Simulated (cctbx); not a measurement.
## Which space group?

Cell: a = 9.5770 Å, b = 7.6970 Å, c = 6.3160 Å, α = 90.00°, β = 90.00°, γ = 90.00°. Expected content of the cell: Ir20 Ta8 Ge4.

The data are simulated with cctbx, not measured: Mo Kα, λ = 0.71073 Å, to d = 0.7 Å, 50 % of the full sphere, strongest reflection 5000 counts, noise from counting, a 1.5 % proportional error and a noise floor of 2 counts (s.d.); no absorption, some extinction.

A first pass over the reflections prints:

```text
2814 reflections to d = 0.700 A
centring   violations  <I/sigma> of those
    A        869 of  1387      7.6
    B        835 of  1434      7.0
    C        864 of  1401      7.6
    I        831 of  1414      6.9
    R       1136 of  1856      7.6
    F       1284 of  2111      7.4
Laue class    unique    Rint  (classes that these axes allow; Friedel mates merged)
P -1             2110   0.039
P 1 2/m 1        1378   0.046
P 1 1 2/m        1391   0.044
P 2/m 1 1        1370   0.046
P m m m           830   0.050
space group    extra absences  I>4sigma  <I/sigma>
P 2 2 2                 0          0         -  acentric
P 2 2 21                4          0      -0.0  acentric
P 21 2 2               11          0      -0.5  acentric
P 2 21 2                3          0       0.4  acentric
P 21 21 2              14          0      -0.3  acentric
P 2 21 21               7          0       0.2  acentric
P 21 2 21              15          0      -0.3  acentric
P 21 21 21             18          0      -0.2  acentric
P m m 2                 0          0         -  acentric
P 2 m m                 0          0         -  acentric
P m 2 m                 0          0         -  acentric
P 21 m a              125          0      -0.1  acentric
P m 2 a               125          0      -0.1  acentric
P n m 21               81          0      -0.0  acentric
P n 21 m               81          0      -0.0  acentric
P n 21 a              206          0      -0.1  acentric
P m m m                 0          0         -  centric
P m m a               125          0      -0.1  centric
P n m m :1             81          0      -0.0  centric
P n m m :2             81          0      -0.0  centric
P n m a               206          0      -0.1  centric
Wilson B = 0.89 A^2   <|E^2-1|> = 0.914 (0.968 centric, 0.736 acentric)   E^2>4: 4.1 %
shell (A)         n   <I/sigma>
 9.58 - 1.40    120     15.4
 1.40 - 1.11    107     18.0
 1.11 - 0.97    106     11.8
 0.97 - 0.88    103     11.1
 0.88 - 0.82    100     11.2
 0.82 - 0.77     96     11.3
 0.77 - 0.73    102      8.3
 0.73 - 0.70     96      9.7
```

Q: Read the symmetry from these tables.

Every centring test has many violations, so the lattice is primitive.

Rint stays low (0.039 to 0.050) up to P m m m, the highest class in these axes.

21 settings pass the absence test. The most absences obeyed, 206, belong to P n 21 a and P n m a, which absences can't tell apart.

⟨|E²−1|⟩ = 0.914 leans to a centrosymmetric structure. The Wilson B of 0.89 Å² means U ≈ 0.0113 Å².

The true group is Pnma (no. 62), Laue class mmm, centrosymmetric. The tables only narrow the choice to the tied entries; cell content, site symmetry and trial solutions must settle it.

The model is made up (kin elements in a known structure type, no relaxation), so it says nothing on whether the phase exists.

[Logs are printed without paths, hosts, clocks, repeated set-up lines and the standing remarks that a program may print on its own settings, such as how far it seeks lower states.]
